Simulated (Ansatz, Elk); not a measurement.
# How far do independent atoms describe TiGa4?

Structure refinements treat a crystal as free atoms side by side. For a made-up structure of TiGa4 (cell and positions from a PBEsol relaxation) the runs below show what the calculated density changes in F(hkl).

Method: DFT, PBE, all-electron APW+lo, Dirac cores, scalar-relativistic bands, static density, no spin, in Elk 11.2.3 (patched build).

The structure was built from a prototype and need not be the compound's stable phase.

## (1) Set-up

Symmetry: Im-3m, No. 229, cubic system. The conventional cell has a = 5.907 Å, b = 5.907 Å, c = 5.907 Å, α = 90.00°, β = 90.00°, γ = 90.00°. Nearest to Ga lie 2 Ti at 2.56 Å. Nearest to Ti lie 8 Ga at 2.56 Å. Farther neighbours are not listed.

Coordinates:

```cif
data_structure
_symmetry_space_group_name_H-M 'Im-3m'
_symmetry_Int_Tables_number 229
_cell_length_a 5.9071
_cell_length_b 5.9071
_cell_length_c 5.9071
_cell_angle_alpha 90.000
_cell_angle_beta 90.000
_cell_angle_gamma 90.000
_cell_volume 206.13
loop_
_atom_site_label
_atom_site_type_symbol
_atom_site_symmetry_multiplicity
_atom_site_Wyckoff_symbol
_atom_site_fract_x
_atom_site_fract_y
_atom_site_fract_z
_atom_site_occupancy
Ga1 Ga 8 c 0.25000 0.25000 0.25000 1
Ti1 Ti 2 a 0.00000 0.00000 0.00000 1
```

## (2) Ground state and structure factors

An all-electron density is needed, since X-rays see the cores too. Task 0 finds the density and task 195 Fourier-transforms it; tshift is off so that phases refer to the origin typed.

Contents of elk.in:

```
tasks
  0
  195

xctype
  20

spinpol
  .false.

rgkmax
  7.0

gmaxvr
  14.0

lmaxo
  7

lmaxapw
  8

swidth
  0.002

tshift
  .false.

ramdisk
  .false.

hmaxvr
  5.5

maxscl
  120

epspot
  1e-06

sppath
  './'

avec
  -5.58144027295 5.58144027295 5.58144027295
  5.58144027295 -5.58144027295 5.58144027295
  5.58144027295 5.58144027295 -5.58144027295

atoms
  2
  'Ga.in'
  4
  0.5000000000 0.5000000000 0.5000000000   0.000000 0.000000 0.000000
  0.5000000000 0.0000000000 0.0000000000   0.000000 0.000000 0.000000
  0.0000000000 0.5000000000 0.0000000000   0.000000 0.000000 0.000000
  0.0000000000 0.0000000000 0.5000000000   0.000000 0.000000 0.000000
  'Ti.in'
  1
  -0.0000000000 -0.0000000000 0.0000000000   0.000000 0.000000 0.000000

ngridk
  6 6 6
```

The run is started by

```bash
$ OMP_NUM_THREADS=4 elk
```

Numbers of over 12 decimals in the logs are rounded to 6 here.

The program printed:

```text
┌─────────────────────────┐
│ Elk code version 11.2.3 │
└─────────────────────────┘

All units are atomic (Hartree, Bohr, etc.)

┌─────────────────────────────────────────────────┐
│ Ground-state run starting from atomic densities │
└─────────────────────────────────────────────────┘

Lattice vectors :
  -5.581440273       5.581440273       5.581440273
   5.581440273      -5.581440273       5.581440273
   5.581440273       5.581440273      -5.581440273

Reciprocal lattice vectors :
 -0.6336690535E-17  0.5628641533      0.5628641533
  0.5628641533     -0.6336690535E-17  0.5628641533
  0.5628641533      0.5628641533     -0.6336690535E-17

Unit cell volume      :    695.5027259
Brillouin zone volume :   0.3566488012

Muffin-tin inner radius fraction :   0.1000000000E-01

Nuclei treated as point charges

Species : 1 (Ga)
 parameters loaded from : Ga.in
 name : gallium
 nuclear charge    :   -31.00000000
 electronic charge :    31.00000000
 atomic mass :    127097.2539
 muffin-tin radius :    2.391834533
 number of radial points in muffin-tin :    993
 inner part over the whole radius :   0.9962837496E-02
 number on inner part of muffin-tin    :    702
 approximate nuclear radius :   0.7562051033E-04
 number of mesh points to nuclear radius :    339
 atomic positions (lattice), magnetic fields (Cartesian) :
  1 :   0.50000000  0.50000000  0.50000000    0.00000000  0.00000000  0.00000000
  2 :   0.50000000  0.00000000  0.00000000    0.00000000  0.00000000  0.00000000
  3 :   0.00000000  0.50000000  0.00000000    0.00000000  0.00000000  0.00000000
  4 :   0.00000000  0.00000000  0.50000000    0.00000000  0.00000000  0.00000000

Species : 2 (Ti)
 parameters loaded from : Ti.in
 name : titanium
 nuclear charge    :   -22.00000000
 electronic charge :    22.00000000
 atomic mass :    87256.20317
 muffin-tin radius :    2.391834533
 number of radial points in muffin-tin :    993
 inner part over the whole radius :   0.9995813567E-02
 number on inner part of muffin-tin    :    699
 approximate nuclear radius :   0.6805665174E-04
 number of mesh points to nuclear radius :    325
 atomic positions (lattice), magnetic fields (Cartesian) :
  1 :   0.00000000  0.00000000  0.00000000    0.00000000  0.00000000  0.00000000

Total number of atoms per unit cell :    5
Total muffin-tin volume :    286.5840457
 ratio of muffin-tin to unit cell volume :   0.4120530877

Spin treatment :
 spin-unpolarised

Number of Bravais lattice symmetries :   48
Number of crystal symmetries         :   48
Crystal has inversion symmetry
Real symmetric eigensolver will be used

k-point grid :      6     6     6
k-point offset :    0.000000000       0.000000000       0.000000000
k-point set is reduced with full crystal symmetry group
Total number of k-points :       16

Muffin-tin radius times maximum |G+k| :    7.000000000
 using average radius
Maximum |G+k| for APW functions       :    2.926623854
Maximum (1/2)|G+k|²                   :    4.282563592
Maximum |G| for potential and density :    14.00000000
Constant for pseudocharge density :    8
 order of it for each species :   15  15
 order of it for pair densities of each species (exact exchange by exxq0 0: 16) :   10  10
Radial integration step length :    1

G-vector grid sizes :     45    45    45
Number of G-vectors :    32325

Maximum angular momentum used for
 APW functions            :    8
 outer part of muffin-tin :    7
 inner part of muffin-tin :    2

Total nuclear charge    :   -146.0000000
Total core charge       :    82.00000000
Total valence charge    :    64.00000000
Total excess charge     :    0.000000000
Total electronic charge :    146.0000000

Effective Wigner radius, rₛ :    1.043804401

Number of empty states         :     20
Total number of valence states :     53
Total number of core states    :     82

Third-order local-orbitals added for an l without core states : T
Total number of local-orbitals :     94

Exchange-correlation functional :     20     0     0
[...]
Madelung                    :     -10423.440691422
 xc potential                :     -459.93069066399
 exchange                    :     -338.17609088650
 correlation                 :     -6.976943
 electron entropic           :    -0.14433694654209E-02
 total energy                :     -8630.8197727008

Density of states at Fermi energy :    102.5459374
 (states/Hartree/unit cell)

Estimated indirect band gap :   0.5780638734E-03
 from k-point 9 to k-point 3
Estimated direct band gap   :   0.7843234169E-02
 at k-point 9

Charges :
 core                        :    82.00000000
 valence                     :    64.00000000
 interstitial                :    6.479583458
 muffin-tins (core leakage)
  species : 1 (Ga)
   atom 1                    :    29.45909425     (  0.8127957317E-03)
[...]
species : 2 (Ti)
[...]
total in muffin-tins        :    139.5204165
 total calculated charge     :    145.9964203
 total charge                :    146.0000000
 error                       :   0.3579693429E-02

RMS change in Kohn-Sham potential (target) :   0.3258127978     (  0.1000000000E-05)
Absolute change in total energy (target)   :   0.1241217190     (  0.1000000000E-03)

[... loops 3 to 17 left out ...]

┌──────────────────┐
│ Loop number : 18 │
└──────────────────┘

Energies :
 Fermi                       :     0.162164
 sum of occupied eigenvalues :     -4966.2407020286
 electron kinetic            :      8792.7197496744
 core electron kinetic       :      8186.3650326512
 Coulomb                     :     -17078.047426889
 Coulomb potential           :     -13310.572971052
 nuclear-nuclear             :     -1153.9231844594
 electron-nuclear            :     -18566.117596201
 Hartree                     :      2641.9933537707
 Madelung                    :     -10422.760941363
 xc potential                :     -448.38748065080
 exchange                    :     -337.98693524267
 correlation                 :     -6.973042
 electron entropic           :    -0.17659457171240E-02
 total energy                :     -8630.2894201861

Density of states at Fermi energy :    135.7245122
 (states/Hartree/unit cell)

Estimated indirect band gap :   0.2194001011E-02
 from k-point 1 to k-point 9
Estimated direct band gap   :   0.6170900085E-02
 at k-point 4

Charges :
 core                        :    82.00000000
 valence                     :    64.00000000
 interstitial                :    6.922319361
 muffin-tins (core leakage)
  species : 1 (Ga)
[...]
species : 2 (Ti)
[...]
total in muffin-tins        :    139.0776806
 total calculated charge     :    145.9965193
 total charge                :    146.0000000
 error                       :   0.3480659026E-02

RMS change in Kohn-Sham potential (target) :   0.3119664686E-07 (  0.1000000000E-05)
Absolute change in total energy (target)   :   0.1145343049E-05 (  0.1000000000E-03)

Convergence targets achieved

┌──────────────────┐
│ Loop number : 19 │
└──────────────────┘

Energies :
 Fermi                       :     0.162164
 sum of occupied eigenvalues :     -4966.2407001799
 electron kinetic            :      8792.7197503238
 core electron kinetic       :      8186.3650334464
 Coulomb                     :     -17078.047427369
 Coulomb potential           :     -13310.572971295
 nuclear-nuclear             :     -1153.9231844594
 electron-nuclear            :     -18566.117596954
 Hartree                     :      2641.9933540440
 Madelung                    :     -10422.760941722
 xc potential                :     -448.38747920855
 exchange                    :     -337.98693527004
 correlation                 :     -6.973042
 electron entropic           :    -0.17659457460673E-02
 total energy                :     -8630.2894200419

Density of states at Fermi energy :    135.7245118
 (states/Hartree/unit cell)

Estimated indirect band gap :   0.2194002365E-02
 from k-point 1 to k-point 9
Estimated direct band gap   :   0.6170898835E-02
 at k-point 4

Charges :
 core                        :    82.00000000
 valence                     :    64.00000000
 interstitial                :    6.922319323
 muffin-tins (core leakage)
  species : 1 (Ga)
[...]
atom 3                    :    29.63774010     (  0.7824341507E-03)
   atom 4                    :    29.63774010     (  0.7824341507E-03)
  species : 2 (Ti)
   atom 1                    :    20.52672027     ( -0.2201647451E-06)
 total in muffin-tins        :    139.0776807
 total calculated charge     :    145.9965193
 total charge                :    146.0000000
 error                       :   0.3480658977E-02

┌──────────────────────────────┐
│ Self-consistent loop stopped │
└──────────────────────────────┘

Warning : core states of species 1 leak from the muffin-tin :   0.7824341507E-03

Wrote STATE.OUT
```

The job ended after 25 s (4 threads of Arm Neoverse V2, shared host; peak memory 0.17 GiB; 62 s of CPU time).

SFACRHO.OUT:

```text

h k l indices transformed by vhmat matrix:
   1.000000000       0.000000000       0.000000000    
   0.000000000       1.000000000       0.000000000    
   0.000000000       0.000000000       1.000000000    

      h      k      l  multipl.   |H|            Re(F)            Im(F)           |F|

      0      0      0      1   0.0000000       146.00000      0.29276286E-16   146.00000    
      1     -1      0     12  0.79601012       19.045495     -0.11047982E-14   19.045495    
      1      1     -1      6   1.1257283      -87.183783      0.60497898E-14   87.183783    
      1      0      1     24   1.3787300       15.574097      0.60223792E-15   15.574097    
     -2      2      0     12   1.5920202       108.36016      0.20790070E-14   108.36016    
     -2      2      1     24   1.7799327       13.783124      0.54873402E-14   13.783124    
      1     -3      1      8   1.9498186      -72.777787     -0.52712977E-14   72.777787    
     -2      3     -1     48   2.1060448       12.835079      0.10668673E-13   12.835079    
      2     -2      2      6   2.2514566       92.618716     -0.98979609E-14   92.618716    
     -1      2      2     24   2.3880304       11.685463     -0.48145492E-14   11.685463    
      3      0      0     12   2.3880304       11.820453      0.14303509E-13   11.820453    
      3     -1      1     24   2.5172050      -64.159716      0.13882661E-13   64.159716    
     -2      4     -1     24   2.6400669       11.010732     -0.44847225E-14   11.010732    
      0     -2     -2     24   2.7574599       81.691129      0.16605057E-13   81.691129    
      3     -4      0     48   2.8700553       10.305135      0.13085189E-13   10.305135    
      2     -3      3     24   2.8700553       10.177779     -0.39187081E-13   10.177779    
     -1      2      3     48   3.0829339       9.6991020     -0.37103306E-13   9.6991020    
      0      4      0     12   3.1840405       73.307531     -0.15585457E-13   73.307531
```

Elk indexes on the primitive cell of elk.in and gives |H| = 4π sin θ/λ in inverse bohr. Below, one row stands for each form hkl of the conventional cell (m members, Friedel mates merged), F is for one primitive cell and the density is static (no thermal factor). Free-atom factors are Waasmaier and Kirfel's, and R is Σm||F|−|F'||/Σm|F|.

| hkl | m | sin θ/λ (Å⁻¹) | abs F, DFT | neutral atoms | diff. |
| --- | --- | --- | --- | --- | --- |
| 110 | 12 | 0.120 | 19.046 | 18.686 | +0.360 |
| 200 | 6 | 0.169 | 87.184 | 87.169 | +0.015 |
| 211 | 24 | 0.207 | 15.574 | 15.823 | -0.249 |
| 220 | 12 | 0.239 | 108.360 | 109.087 | -0.727 |
| 310 | 24 | 0.268 | 13.783 | 14.072 | -0.289 |
| 222 | 8 | 0.293 | 72.778 | 73.517 | -0.739 |
| 321 | 48 | 0.317 | 12.835 | 12.766 | +0.069 |
| 400 | 6 | 0.339 | 92.619 | 93.092 | -0.474 |
| 411 | 24 | 0.359 | 11.685 | 11.740 | -0.055 |
| 330 | 12 | 0.359 | 11.820 | 11.740 | +0.080 |
| 420 | 24 | 0.379 | 64.160 | 64.426 | -0.266 |
| 332 | 24 | 0.397 | 11.011 | 10.915 | +0.095 |
| 422 | 24 | 0.415 | 81.691 | 81.843 | -0.152 |
| 431 | 48 | 0.432 | 10.305 | 10.243 | +0.062 |
| 510 | 24 | 0.432 | 10.178 | 10.243 | -0.065 |
| 521 | 48 | 0.464 | 9.699 | 9.691 | +0.008 |
| 440 | 12 | 0.479 | 73.308 | 73.367 | -0.059 |
| 530 | 24 | 0.494 | 9.281 | 9.233 | +0.048 |

## (3) The highest occupied states alone

An energy window below the Fermi level keeps the highest occupied states, to see at which angles they scatter; shallow core shells can lie inside it and anion s states outside. No new self-consistency is needed.

elk.in: that of step 2 with these lines changed.

```diff
@@ -1,3 +1,2 @@
 tasks
-  0
   195
@@ -40,2 +39,5 @@
 
+wsfac
+  -0.278830 0.462160
+
 sppath
```

The run is started by

```bash
$ OMP_NUM_THREADS=4 elk
```

The program printed:

```text
┌─────────────────────────────────┐
│ Elk code version 11.2.3 started │
└─────────────────────────────────┘

Info(readinput): the functional depends on the density's gradient
 muffin-tin radial points multiplied by    2.00000
 (not where nrmtscf is given)

┌────────────────────┐
│ Current task : 195 │
└────────────────────┘
Info(checkmt): changed muffin-tin radius of species 1 (Ga) from   2.4000 to   2.3918
Info(checkmt): changed muffin-tin radius of species 2 (Ti) from   2.4000 to   2.3918

Info(sfacrho): density structure factors written to SFACRHO.OUT

 Energy window :  -0.2788300000      0.4621600000

┌──────────────────┐
│ Elk code stopped │
└──────────────────┘
```

Elapsed: 9.2 s, on 4 threads; peak memory 0.16 GiB.

States within 12 eV below the Fermi level hold 16.00 electrons; any levels below the window count with the cores. Their amplitudes can exceed the total, where window and core parts have opposite phase:

| hkl | sin θ/λ (Å⁻¹) | abs F, window | abs F, all |
| --- | --- | --- | --- |
| 110 | 0.120 | 2.179 | 19.046 |
| 200 | 0.169 | 1.203 | 87.184 |
| 211 | 0.207 | 0.644 | 15.574 |
| 220 | 0.239 | 0.662 | 108.360 |
| 310 | 0.268 | 0.330 | 13.783 |
| 222 | 0.293 | 0.963 | 72.778 |
| 321 | 0.317 | 0.498 | 12.835 |
| 400 | 0.339 | 0.063 | 92.619 |
| 411 | 0.359 | 0.277 | 11.685 |
| 330 | 0.359 | 0.392 | 11.820 |

## (4) Another functional

The difference from free atoms is small, so it is set against the change that LDA (Perdew-Wang) makes.

elk.in: that of step 3 with these lines changed.

```diff
@@ -1,2 +1,3 @@
 tasks
+  0
   195
@@ -4,3 +5,3 @@
 xctype
-  20
+  3
 
@@ -39,5 +40,2 @@
 
-wsfac
-  -0.278830 0.462160
-
 sppath
```

The run is started by

```bash
$ OMP_NUM_THREADS=4 elk
```

The program printed:

```text
┌─────────────────────────┐
│ Elk code version 11.2.3 │
└─────────────────────────┘

All units are atomic (Hartree, Bohr, etc.)

┌─────────────────────────────────────────────────┐
│ Ground-state run starting from atomic densities │
└─────────────────────────────────────────────────┘

Lattice vectors :
  -5.581440273       5.581440273       5.581440273
   5.581440273      -5.581440273       5.581440273
   5.581440273       5.581440273      -5.581440273

Reciprocal lattice vectors :
 -0.6336690535E-17  0.5628641533      0.5628641533
[...]
muffin-tins (core leakage)
  species : 1 (Ga)
[...]
atom 4                    :    29.65567007     (  0.8021352308E-03)
  species : 2 (Ti)
   atom 1                    :    20.54086841     ( -0.3533405392E-05)
 total in muffin-tins        :    139.1635487
 total calculated charge     :    145.9964328
 total charge                :    146.0000000
 error                       :   0.3567204282E-02

┌──────────────────────────────┐
│ Self-consistent loop stopped │
└──────────────────────────────┘

Warning : core states of species 1 leak from the muffin-tin :   0.8021352308E-03

Wrote STATE.OUT
[key lines of the parts left out:]
total energy                :     -8617.3114863067
```

It took 15 s on 4 threads; peak memory 0.16 GiB; 36 s of CPU time.

Against the first run R = 0.04 %; the largest change is -0.080 at 400.

## (5) Basis size

A smaller basis shows how fast F responds to it; the change is likely larger than the basis error of the first run, but doesn't show convergence.

elk.in: that of step 4 with these lines changed.

```diff
@@ -5,3 +5,3 @@
 xctype
-  3
+  20
 
@@ -11,3 +11,3 @@
 rgkmax
-  7.0
+  5.5
```

The run is started by

```bash
$ OMP_NUM_THREADS=4 elk
```

The program printed:

```text
┌─────────────────────────┐
│ Elk code version 11.2.3 │
└─────────────────────────┘

All units are atomic (Hartree, Bohr, etc.)

┌─────────────────────────────────────────────────┐
│ Ground-state run starting from atomic densities │
└─────────────────────────────────────────────────┘

Lattice vectors :
  -5.581440273       5.581440273       5.581440273
   5.581440273      -5.581440273       5.581440273
   5.581440273       5.581440273      -5.581440273

Reciprocal lattice vectors :
 -0.6336690535E-17  0.5628641533      0.5628641533
[...]
muffin-tins (core leakage)
  species : 1 (Ga)
[...]
atom 4                    :    29.61869496     (  0.7892210600E-03)
  species : 2 (Ti)
   atom 1                    :    20.47674224     ( -0.2201654254E-06)
 total in muffin-tins        :    138.9515221
 total calculated charge     :    145.9967242
 total charge                :    146.0000000
 error                       :   0.3275775305E-02

┌──────────────────────────────┐
│ Self-consistent loop stopped │
└──────────────────────────────┘

Warning : core states of species 1 leak from the muffin-tin :   0.7892210600E-03

Wrote STATE.OUT
[key lines of the parts left out:]
total energy                :     -8630.1424601733
```

Run time: 24 s. Hardware: 4 threads; peak memory 0.16 GiB.

Against the first run R = 0.03 %; the largest change is +0.095 at 400.

## (6) Settings against the effect

| run | R against the first run (%) | R against neutral atoms, low angle (%) | wall time |
| --- | --- | --- | --- |
| PBE, rgkmax 7 | 0.00 | 0.96 | 25 s |
| LDA (Perdew-Wang) | 0.04 | 0.97 | 15 s |
| rgkmax 5.5 | 0.03 | 0.96 | 24 s |

## (7) Results

* R against neutral atoms, sin θ/λ < 0.3 Å⁻¹: 0.96 %
* R against neutral atoms, 0.3 to 0.82 Å⁻¹: 0.28 %

**Reading.** Independent neutral atoms miss the calculated amplitudes by R = 0.96 % below 0.3 Å⁻¹ and 0.28 % from there to 0.82 Å⁻¹; by shells, 1.89 % below 0.15 Å⁻¹ (1 form), 0.89 % 0.15 to 0.3 (5 forms), 0.41 % 0.3 to 0.45 (9 forms), 0.25 % above 0.45 (51 forms). Bonding, aspherical density and the tables' own atoms all enter these figures, and the runs don't part them. The largest change of an amplitude is -0.74 electrons, at 222. The window's part falls from 16.0 electrons at the origin to at most 0.31 between 0.45 and 0.82 Å⁻¹. Below 0.3 Å⁻¹ the changes that finished (LDA (Perdew-Wang) and rgkmax 5.5) move F by R = 0.04 % at most, against the 0.96 % that separates it from free atoms. The k-mesh has no finished test. These runs have no spin, though d or f shells may be open. Part of the difference isn't bonding: the tables are fits to free atoms and ions calculated by other methods than this functional. Thermal motion, anomalous dispersion and extinction are left out.

[Logs are printed without paths, hosts, clocks, repeated set-up lines and the standing remarks that a program may print on its own settings, such as how far it seeks lower states.]

[Hosts, paths, dates, database ids (printed as entryN), source tags and the programs' standing remarks are cut or masked in the printed files.]
